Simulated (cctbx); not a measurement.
# Reading a Patterson map

Space group P6_3/mmc (no. 194), a = 7.2330 Å, b = 7.2330 Å, c = 6.0680 Å, α = 90.00°, β = 90.00°, γ = 120.00°, content In2 Br6 Li2.

Simulated single-crystal data (cctbx): Mo Kα, λ = 0.71073 Å, to d = 0.65 Å, 80 % of the full sphere, strongest reflection 40000 counts, noise from counting, a 3 % proportional error and a noise floor of 2 counts (s.d.); no absorption, some extinction.

Patterson synthesis, origin scaled to 1000:

```text
Patterson group P 6/m m m
      u       v       w   height  length (A)
  0.000   0.000   0.000   1000.0     0.00
  0.000   0.000   0.500    410.3     3.03
  0.000   0.500   0.000    389.4     3.62
  0.333   0.667   0.500    267.9     5.16
  0.167   0.333   0.250    265.4     2.58
  0.167   0.333   0.500    186.8     3.68
  0.000   0.086   0.118     18.5     0.95
  0.000   0.000   0.150     17.7     0.91
  0.000   0.120   0.057     17.7     0.93
  0.067   0.134   0.064     17.6     0.93
  0.076   0.151   0.000     17.3     0.95
  0.000   0.000   0.356     11.8     2.16
  0.000   0.113   0.419      9.1     2.67
  0.077   0.244   0.376      6.9     2.77
```

**Question.** Which atom pairs make the peaks, and where is the heaviest atom?

A peak at u stands for all pairs with xi − xj = u, with weight Σ ZiZj against Σ Z² = 12170 at the origin. Peak heights follow these weights only roughly, since form factors, motion and series ripples differ, all vectors within 0.55 Å of a peak are counted as merged into it though the farther ones add only part of their weight, and F(000) is left out, which lowers the whole map:

| u | v | w | shortest length (Å) | height | 1000 ΣZiZj/ΣZ² | pairs in the cell |
| --- | --- | --- | --- | --- | --- | --- |
| 0.000 | 0.000 | 0.500 | 3.03 | 410 | 395 | 2 × In–In |
| 0.000 | 0.500 | 0.000 | 3.62 | 389 | 437 | 4 × Br–Br, 4 × Br–Li |
| 0.333 | 0.667 | 0.500 | 5.16 | 268 | 303 | 3 × Br–Br, 1 × Li–Li |
| 0.167 | 0.333 | 0.250 | 2.58 | 265 | 282 | 2 × In–Br |
| 0.167 | 0.333 | 0.500 | 3.68 | 187 | 219 | 2 × Br–Br, 2 × Br–Li |

The table stops at ten peaks or at a height of 45, below which ripples compete. In the model behind the data In, the heaviest element, has 1 independent site: (0, 0, 1/2), up to an allowed shift of origin; the In–In vectors are differences of these positions and their symmetry mates. The whole model:

```
atom  mult.       x       y    z  Ueq (Å²)
 In1      2       0       0  1/2    0.0040
 Br1      6  0.3342  0.1671  3/4    0.0073
 Li1      2     2/3     1/3  1/4    0.0180
```

The model was made for the exercise: a known structure type with other elements put in, its volume estimated, not relaxed; displacement parameters are assumed.

[Logs are printed without paths, hosts, clocks, repeated set-up lines and the standing remarks that a program may print on its own settings, such as how far it seeks lower states.]
